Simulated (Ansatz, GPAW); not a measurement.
# How BaCa2As2 (model structure) absorbs and reflects light

Aim: the dielectric function of BaCa2As2 (model structure), and the optical constants that follow from it. The cell was made here by substitution or stacking, whether or not such a phase is known. It was built so: All Mg replaced by Ca and P replaced by As in the P-3m1 structure of BaMg2P2. The cell is first relaxed with Ansatz.

Main program and level: GPAW 26.7.0; DFT, PBE, plane-wave PAW (GPAW data sets), scalar-relativistic, RPA, optical limit.

Most raw output is cut from this account.

### 1. Starting point

The structure is trigonal, space group P-3m1 (No. 164). Conventional cell: a = 4.895 Å, b = 4.895 Å, c = 8.534 Å, α = 90.00°, β = 90.00°, γ = 120.00°. Nearest to Ba lie 6 As at 3.69 Å. Nearest to As lie 4 Ca at 2.93 to 2.95 Å and 3 Ba at 3.69 Å. Ca has 4 As at 2.93 to 2.95 Å nearest. All Mg replaced by Ca and P replaced by As in the P-3m1 structure of BaMg2P2. Farther neighbours are not listed.

As a file:

```cif
data_structure
_symmetry_space_group_name_H-M 'P-3m1'
_symmetry_Int_Tables_number 164
_cell_length_a 4.8948
_cell_length_b 4.8948
_cell_length_c 8.5342
_cell_angle_alpha 90.000
_cell_angle_beta 90.000
_cell_angle_gamma 120.000
_cell_volume 177.07
loop_
_atom_site_label
_atom_site_type_symbol
_atom_site_symmetry_multiplicity
_atom_site_Wyckoff_symbol
_atom_site_fract_x
_atom_site_fract_y
_atom_site_fract_z
_atom_site_occupancy
Ba1 Ba 1 a 0.00000 0.00000 0.00000 1
As1 As 2 d 0.33333 0.66667 0.27875 1
Ca1 Ca 2 d 0.33333 0.66667 0.62186 1
```

### 2. Relaxation

Spectra hang on bond lengths, so the cell is first brought to its minimum.

This step: DFT, PBE, plane-wave PAW, default files, scalar-relativistic, relaxation (Ansatz 0.2.0).

Input file input.yaml:

```yaml
crystal:
  lattice:
    - [4.8947606029, 0.0, 0.0]
    - [-2.4473803014, 4.2389870275, 0.0]
    - [0.0, 0.0, 8.53416457]
  atoms:
    - { symbol: Ba, position: [0.0, 0.0, 0.0] }
    - { symbol: As, position: [0.3333333333, 0.6666666667, 0.27875147] }
    - { symbol: As, position: [0.6666666667, 0.3333333333, 0.72124853] }
    - { symbol: Ca, position: [0.3333333333, 0.6666666667, 0.62186273] }
    - { symbol: Ca, position: [0.6666666667, 0.3333333333, 0.37813727] }
kpoints:
  mp_grid: { grid: [5, 5, 3] }
scf:
  occupations: { method: fermi_dirac, width: 0.05 }
hamiltonian:
  xc: pbe
output:
  forces: true
  stress: true
relax:
  f_tol: 0.02
  max_steps: 50
  cell: {}
```

Started as:

```console
$ ansatz run input.yaml --threads 1 --pin off --max-ram 4096MiB --backend cpu --events-out ev --progress --plain --runs-dir out
```

Elapsed: 30 s, on 1 thread of Arm Neoverse V1, shared host; peak memory 0.45 GiB.

Relaxation path:

```csv
step,energy less that of the first step (eV),largest force component (eV/Å),pressure (GPa),volume (Å³)
1,0.0000,0.7345,-1.02,177.07
2,-0.2419,0.1108,-0.91,170.79
3,-0.2598,0.0269,-0.15,166.95
4,-0.2605,0.0133,0.01,166.13
5*,-0.2600,0.0133,0.01,166.13
6,-0.2601,0.0025,0.01,166.18
7*,-0.2601,0.0025,0.01,166.18
```

Relaxation steps marked * repeat the geometry before them on a plane-wave basis chosen anew for their cell, so energy and pressure can jump there.

The run keeps the 12 symmetry operations that it works with, so distortions that break them were not tested.

```csv
"conventional cell, symmetrised",before,after,change
a (Å),4.895,4.890,-0.1 %
b (Å),4.895,4.890,-0.1 %
c (Å),8.534,8.025,-6.0 %
volume (Å³/atom),35.41,33.24,-6.2 %
```

The atoms that moved most (Å, as changes of fractional coordinates times the final cell):

```csv
atom,dx,dy,dz,length
As2,0.000,0.000,-0.185,0.185
As3,0.000,0.000,0.185,0.185
Ca5,0.000,0.000,-0.127,0.127
Ca4,0.000,0.000,0.127,0.127
```

Final coordinates:

```
Ba As Ca
1.0
     4.88981    0.00000    0.00000
    -2.44490    4.23470    0.00000
     0.00000    0.00000    8.02518
Ba As Ca
1 2 2
Direct
  0.00000 0.00000 0.00000
  0.33333 0.66667 0.25567
  0.66667 0.33333 0.74433
  0.33333 0.66667 0.63771
  0.66667 0.33333 0.36229
```

The relaxation ends with a largest force component of 0.0025 eV/Å and a pressure of 0.01 GPa.

### 3. Ground state

The self-consistent density comes first; it also tells whether there is a gap, which decides the occupations and the need for a Drude term.

This step: DFT, PBE, plane-wave PAW (GPAW data sets), scalar-relativistic, ground state (GPAW 26.7.0).

Input file gs.py:

```python
from ase import Atoms
from ase.dft.bandgap import bandgap
from gpaw import GPAW, PW, FermiDirac

atoms = Atoms(['Ba', 'As', 'As', 'Ca', 'Ca'],
              cell=[[4.889808380470, -0.000000000029, 0.000000000000],
                    [-2.444904190210, 4.234698277140, 0.000000000000],
                    [0.000000000000, 0.000000000000, 8.025184386300]],
              scaled_positions=[[1.000000000000, 0.000000000000, 0.000000000000],
                                [0.333333333333, 0.666666666667, 0.255671193100],
                                [0.666666666667, 0.333333333333, 0.744328806900],
                                [0.333333333333, 0.666666666667, 0.637707252500],
                                [0.666666666667, 0.333333333333, 0.362292747500]],
              pbc=[True, True, True])
atoms.calc = GPAW(mode=PW(500), xc='PBE', kpts={'size': (5, 5, 3), 'gamma': True},
                  occupations=FermiDirac(0.05), maxiter=150, txt='gs.txt')
print('energy (eV)', atoms.get_potential_energy())
print('Fermi level (eV)', atoms.calc.get_fermi_level())
print('valence electrons', atoms.calc.get_number_of_electrons())
print('gap (eV)', bandgap(atoms.calc, output=None)[0])
print('direct gap (eV)', bandgap(atoms.calc, direct=True, output=None)[0])
atoms.calc.write('gs.gpw')
```

Started as:

```console
$ OMP_NUM_THREADS=1 python gs.py
```

The job ended after 28 s (1 thread; peak memory 0.2 GiB).

Numbers from this step:

| Quantity | Value |
| --- | --- |
| energy | -21.17 eV |
| Fermi energy | 4.772 eV |
| gap on the k-mesh | 1.511 eV |
| direct gap on the mesh | 1.627 eV |
| electrons | 40 |

There is a gap, 1.51 eV on this mesh (points off the mesh can give less), so no carriers' term is needed.

### 4. Bands for the response

At the fixed density, many empty bands are solved on the mesh of the response, since the spectrum sums over them.

This step: DFT, PBE, plane-wave PAW (GPAW data sets), scalar-relativistic, bands at fixed density (GPAW 26.7.0).

Input file nscf.py:

```python
from ase.dft.bandgap import bandgap
from gpaw import GPAW, FermiDirac

calc = GPAW('gs.gpw').fixed_density(kpts={'size': (8, 8, 4), 'gamma': True}, nbands=79, convergence={'bands': 73},
                                    occupations=FermiDirac(0.001), txt='nscf.txt')
print('gap (eV)', bandgap(calc, output=None)[0])
print('direct gap (eV)', bandgap(calc, direct=True, output=None)[0])
print('top band over the Fermi level (eV)', min(calc.get_eigenvalues(kpt=k)[72] for k in range(len(calc.get_ibz_k_points()))) - calc.get_fermi_level())
calc.write('full.gpw', mode='all')
```

Started as:

```console
$ OMP_NUM_THREADS=1 python nscf.py
```

Elapsed: 6.7 min, on 1 thread; peak memory 0.42 GiB.

Read-outs, printed or worked out from the files:

* gap on the k-mesh: 1.403 eV
* direct gap on the mesh: 1.496 eV

### 5. Dielectric function, RPA

Local fields let the induced charge screen the field inside the cell, which as a rule lowers ε, most along directions where the density is uneven.

This step: DFT, PBE, plane-wave PAW (GPAW data sets), scalar-relativistic, RPA, optical limit (GPAW 26.7.0).

Input file df.py:

```python
from gpaw.response.df import DielectricFunction

df = DielectricFunction('full.gpw', frequencies={'type': 'nonlinear', 'domega0': 0.03, 'omega2': 8},
                        ecut=60,
                        eta=0.15,
                        nbands=73,
                        txt='df.txt')
for direction in ['x', 'z']:
    df.get_dielectric_function(xc='RPA', direction=direction, filename=f'df_{direction}.csv')
```

Started as:

```console
$ OMP_NUM_THREADS=1 python df.py
```

Run time: 63 s. Hardware: 1 thread; peak memory 0.89 GiB.

This step gave:

```
electronic dielectric constant ε∞, mean over x, y and z (by symmetry where fewer were run) : 6.643
main peak of Im epsilon, first axis                                                        : 5.513 eV
centre of weight of the strongest loss peak in the window                                  : 11.85 eV
```

Some rows of df_x.csv (energy; Re and Im without local fields; Re and Im with them):

```text
0.000000, 8.149761, -0.000000, 6.560346, -0.000000
0.555532, 8.386071, 0.138479, 6.725620, 0.096736
1.143969, 9.416675, 0.504861, 7.444099, 0.352653
1.768324, 10.215803, 3.187972, 7.867180, 2.205186
2.431988, 9.138657, 5.870674, 7.461583, 3.839305
3.138794, 6.571296, 7.824894, 5.944762, 5.284380
3.893091, 4.483247, 9.011158, 4.810180, 6.343706
4.699832, 1.125381, 7.790177, 2.485323, 6.112340
5.564682, -1.576671, 7.307635, 0.743414, 7.262157
6.494155, -2.096979, 3.421781, -1.645543, 3.940646
7.495775, -0.971707, 1.560658, -1.028809, 1.690813
8.578281, -0.247533, 1.640105, -0.150222, 1.438923
9.751884, -0.319738, 1.303561, -0.084656, 1.240305
11.028587, 0.113417, 0.693854, 0.115424, 0.635547
12.422601, 0.406360, 0.536499, 0.453191, 0.557560
13.950874, 0.938717, 0.657976, 0.676734, 0.598905
15.633783, 0.742790, 0.467770, 0.511592, 0.535185
17.496047, 0.752633, 1.391121, 0.762555, 0.429722
19.567954, 0.408122, 0.339889, 0.723022, 0.581357
```

Values under the direct gap are tails of Lorentzian lines. The Im ε by photon energy; read off at these points:

| photon energy (eV) | E ∥ x | E ∥ z |
| --- | --- | --- |
| 0.0 | 0 | 0 |
| 1.0 | 0.248 | 0.198 |
| 2.0 | 2.97 | 2.47 |
| 3.0 | 5.42 | 9.32 |
| 4.0 | 6.65 | 7.25 |
| 5.0 | 5.93 | 5.57 |
| 5.5 | 7.27 | 4.39 |
| 6.0 | 5.85 | 4.18 |
| 7.0 | 3.01 | 2.36 |
| 8.0 | 1.44 | 1.84 |
| 9.0 | 1.40 | 1.72 |
| 10.0 | 1.19 | 1.18 |
| 11.0 | 0.639 | 0.722 |
| 12.0 | 0.552 | 0.698 |
| 13.0 | 0.571 | 0.555 |
| 14.0 | 0.608 | 0.457 |
| 15.0 | 0.674 | 0.629 |
| 16.0 | 0.490 | 0.480 |
| 17.0 | 0.411 | 0.401 |
| 18.0 | 0.437 | 0.352 |
| 19.0 | 0.496 | 0.409 |

Re ε against photon energy:

```csv
photon energy (eV),E ∥ x,E ∥ z
0.0,6.56,6.81
0.5,6.69,6.93
1.0,7.18,7.36
1.5,8.27,8.39
2.0,8.17,9.70
2.5,7.44,8.69
3.0,6.24,6.62
3.5,5.42,3.33
4.0,4.30,2.60
4.5,3.01,0.478
5.0,2.24,0.378
5.5,1.12,-0.107
6.0,-1.77,-0.975
6.5,-1.65,-0.797
7.0,-1.88,-1.03
7.5,-1.02,-0.112
8.0,-0.739,-0.207
8.5,-0.153,0.146
9.0,-0.0976,-0.302
9.5,-0.173,-0.187
10.0,-0.256,-0.164
10.5,-0.160,-0.126
11.0,0.102,0.113
11.5,0.255,0.269
12.0,0.366,0.364
12.5,0.477,0.360
13.0,0.509,0.398
13.5,0.633,0.500
14.0,0.671,0.609
14.5,0.677,0.667
15.0,0.642,0.699
15.5,0.503,0.563
16.0,0.596,0.623
16.5,0.631,0.635
17.0,0.679,0.642
17.5,0.762,0.699
18.0,0.757,0.795
18.5,0.797,0.804
19.0,0.855,0.838
19.5,0.737,0.822
```

Table of refractive index n and extinction k by photon energy:

| photon energy (eV) | n, E ∥ x | k, E ∥ x | n, E ∥ z | k, E ∥ z |
| --- | --- | --- | --- | --- |
| 0 | 2.56 | 0 | 2.61 | 0 |
| 1 | 2.68 | 0.0462 | 2.71 | 0.0364 |
| 2 | 2.90 | 0.511 | 3.14 | 0.393 |
| 3 | 2.69 | 1.01 | 3.00 | 1.55 |
| 4 | 2.47 | 1.35 | 2.27 | 1.60 |
| 5 | 2.07 | 1.43 | 1.73 | 1.61 |
| 6 | 1.47 | 1.99 | 1.29 | 1.62 |
| 7 | 0.913 | 1.65 | 0.878 | 1.34 |
| 8 | 0.662 | 1.08 | 0.906 | 1.01 |
| 9 | 0.808 | 0.866 | 0.849 | 1.01 |
| 10 | 0.694 | 0.859 | 0.717 | 0.824 |
| 11 | 0.612 | 0.522 | 0.650 | 0.555 |
| 12 | 0.717 | 0.385 | 0.759 | 0.460 |
| 13 | 0.798 | 0.358 | 0.735 | 0.378 |
| 14 | 0.888 | 0.343 | 0.828 | 0.276 |
| 15 | 0.887 | 0.380 | 0.905 | 0.347 |
| 16 | 0.827 | 0.296 | 0.839 | 0.286 |
| 17 | 0.858 | 0.239 | 0.836 | 0.240 |
| 18 | 0.903 | 0.242 | 0.912 | 0.193 |
| 19 | 0.960 | 0.258 | 0.941 | 0.217 |

The reflectivity at normal incidence has structure finer than the step of the table below, so its rows give means over 0.5 eV, whole bins alone (the curve runs from 0 to 19.7 eV). Peaks (eV: height): E ∥ x 7.15: 45.0; E ∥ z 2.98: 34.9, 4.52: 34.1, 6.02: 34.7, 7.10: 34.1, 9.09: 24.4.

Table of reflectivity at normal incidence by photon energy; means over each step:

```csv
photon energy (eV),E ∥ x (%),E ∥ z (%)
0.5,19.6,20.2
1.0,20.9,21.4
1.5,23.5,23.9
2.0,24.6,27.6
2.5,25.3,29.9
3.0,26.3,33.7
3.5,26.2,31.3
4.0,28.1,31.9
4.5,28.2,32.6
5.0,28.2,31.1
5.5,33.7,29.8
6.0,40.6,32.6
6.5,39.1,31.8
7.0,42.1,33.5
7.5,37.2,22.8
8.0,31.4,21.0
8.5,21.7,18.6
9.0,20.0,23.4
9.5,20.5,21.6
10.0,22.1,21.4
10.5,21.7,20.6
11.0,15.0,14.1
11.5,10.3,10.1
12.0,7.36,8.08
12.5,5.40,8.01
13.0,4.82,6.60
13.5,3.54,4.73
14.0,3.54,3.24
14.5,3.59,2.90
15.0,4.30,3.50
15.5,5.03,4.16
16.0,3.53,3.20
16.5,2.87,2.95
17.0,2.20,2.50
17.5,1.82,1.74
18.0,1.85,1.26
18.5,1.64,1.40
19.0,1.86,1.38
```

Values under the direct gap are tails of Lorentzian lines. Im ε, E ∥ x against photon energy; read off at these points:

| photon energy (eV) | without local fields | with local fields |
| --- | --- | --- |
| 0.0 | 0 | 0 |
| 1.0 | 0.355 | 0.248 |
| 2.0 | 4.57 | 2.97 |
| 3.0 | 8.00 | 5.42 |
| 4.0 | 9.21 | 6.65 |
| 5.0 | 7.25 | 5.93 |
| 5.5 | 7.57 | 7.27 |
| 6.0 | 4.94 | 5.85 |
| 7.0 | 2.46 | 3.01 |
| 8.0 | 1.39 | 1.44 |
| 9.0 | 1.55 | 1.40 |
| 10.0 | 1.06 | 1.19 |
| 11.0 | 0.694 | 0.639 |
| 12.0 | 0.592 | 0.552 |
| 13.0 | 0.442 | 0.571 |
| 14.0 | 0.684 | 0.608 |
| 15.0 | 0.866 | 0.674 |
| 16.0 | 0.596 | 0.490 |
| 17.0 | 0.929 | 0.411 |
| 17.6 | 1.41 | 0.444 |
| 18.0 | 0.969 | 0.437 |
| 19.0 | 0.510 | 0.496 |

Optical constants at common wavelengths, from n + ik = √ε:

```csv
wavelength (nm),n x,k x,R (%) x,1/α x,n z,k z,R (%) z,1/α z
1064,2.74,0.068,21.6,1.2 µm,2.76,0.048,21.9,1.8 µm
800,2.90,0.262,24.0,243 nm,2.93,0.104,24.1,613 nm
633,2.91,0.471,24.9,107 nm,3.13,0.368,27.1,137 nm
532,2.81,0.652,24.8,65 nm,3.22,0.812,30.3,52 nm
450,2.79,0.835,25.9,43 nm,3.22,1.032,31.8,35 nm
405,2.65,1.009,26.1,32 nm,2.87,1.589,34.4,20 nm
365,2.54,1.066,25.6,27 nm,2.49,1.592,32.3,18 nm
```

Below the direct gap, k and the depth come from the tails of the Lorentzian lines, not from transitions.

Rows near the edge hang on the gap, which this functional as a rule makes too small, and phonon-assisted absorption is left out.

### 6. Results

```
electronic dielectric constant ε∞, mean over x, y and z (by symmetry where fewer were run) (RPA) : 6.64
main peak of Im epsilon, first axis                                                              : 5.51 eV
centre of weight of the strongest loss peak in the window, first axis                            : 11.9 eV
```

What this shows: At this level (PBE, RPA) BaCa2As2 has a mean ε∞ = 6.64 and n = 2.63 at 1550 nm (E ∥ x), and Im ε peaks at 5.5 eV (E ∥ x). The cell shrank by 6.2 % in volume. On the mesh the gap is 1.40 eV and the least direct gap 1.50 eV, so on this mesh the band edges lie at different points. Local fields change the static value along x from 8.15 to 6.56 (-20 %). Distinct maxima of Im ε, read by a parabola through the highest points, lie at 4.03 eV (6.7) and 5.51 eV (7.3) for E ∥ x. The static values by axis are 6.56 (x), 6.81 (z). Excitons and phonon-assisted transitions are missing; PBE gaps are as a rule too small, which pulls the onset down and ε∞ up. Spin-orbit coupling is left out although heavy atoms are present. The sum runs over mesh points, so small or evenly spaced maxima can still be ripples of the mesh. The curves end at 20 eV, about where the summed bands run out. The mesh misses the corner K of the hexagonal zone, so gaps read from it can be too wide where band edges lie there.

[Machine, clock and banner lines and Python warnings are left out of the logs.]

[Logs are printed without paths, hosts, clocks, repeated set-up lines and the standing remarks that a program may print on its own settings, such as how far it seeks lower states.]

[Hosts, paths, dates, database ids (printed as entryN), source tags and the programs' standing remarks are cut or masked in the printed files.]
